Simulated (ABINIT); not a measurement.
An input for ABINIT 10.8.3 (VBiO4 (Clinobisvanite)):

```
acell 3*1.0 Angstrom
rprim 
  3.623583094700 -5.848600000000 -0.000000000000
  3.623583094700 5.848600000000 0.000000000000
  -3.550011012700 0.000000000000 3.647394391800
ntypat 3
znucl 23 83 8
natom 12
typat 1 1 2 2 3 3 3 3 3 3 3 3
xred 
  0.870000000000 0.130000000000 0.750000000000
  0.130000000000 0.870000000000 0.250000000000
  0.366500000000 0.633500000000 0.750000000000
  0.633500000000 0.366500000000 0.250000000000
  0.938300000000 0.354700000000 0.638800000000
  0.645300000000 0.061700000000 0.861200000000
  0.061700000000 0.645300000000 0.361200000000
  0.354700000000 0.938300000000 0.138800000000
  0.811300000000 0.709900000000 0.879600000000
  0.290100000000 0.188700000000 0.620400000000
  0.188700000000 0.290100000000 0.120400000000
  0.709900000000 0.811300000000 0.379600000000
pp_dirpath "pseudos"
pseudos "V.upf, Bi.upf, O.upf"
ecut 42
ngkpt 2 2 2
nshiftk 1
shiftk 0 0 0
kptopt 1
chksymbreak 0
iscf -2
irdden 1
istwfk *1
nband 122
nbdbuf 10
tolwfr 1e-09
nstep 60
prtvol 0
indata_prefix "in"
outdata_prefix "out"
tmpdata_prefix "tmp"
```

```sh
OMP_NUM_THREADS=2 mpirun -n 6 abinit run.abi > log
```

**Question.** Estimate wall time and host memory on 6 MPI ranks of Arm Neoverse V2, shared host.

It took 43 s; on shared hardware allow 22 s to 86 s. Peak host memory was 0.87 GiB.

[Paths, hosts, dates, memory and timing lines, banners, echoed tables and standing remarks are left out of the program output.]

[Logs are printed without paths, hosts, clocks, repeated set-up lines and the standing remarks that a program may print on its own settings, such as how far it seeks lower states.]

[Runs of the session that timed out or met a known fault of the program may be left out.]

[Hosts, paths, dates, database ids (printed as entryN), source tags and the programs' standing remarks are cut or masked in the printed files.]

[G0W0 gaps are taken among the corrected bands and points alone; a level outside them can change the order at an edge.]

[Where Ansatz stands beside ABINIT at settings called matched, ABINIT's density can come from a denser mesh and the files from another edition; pairs whose starting gaps differed by over 0.03 eV were left out, so agreement reads better than it is.]
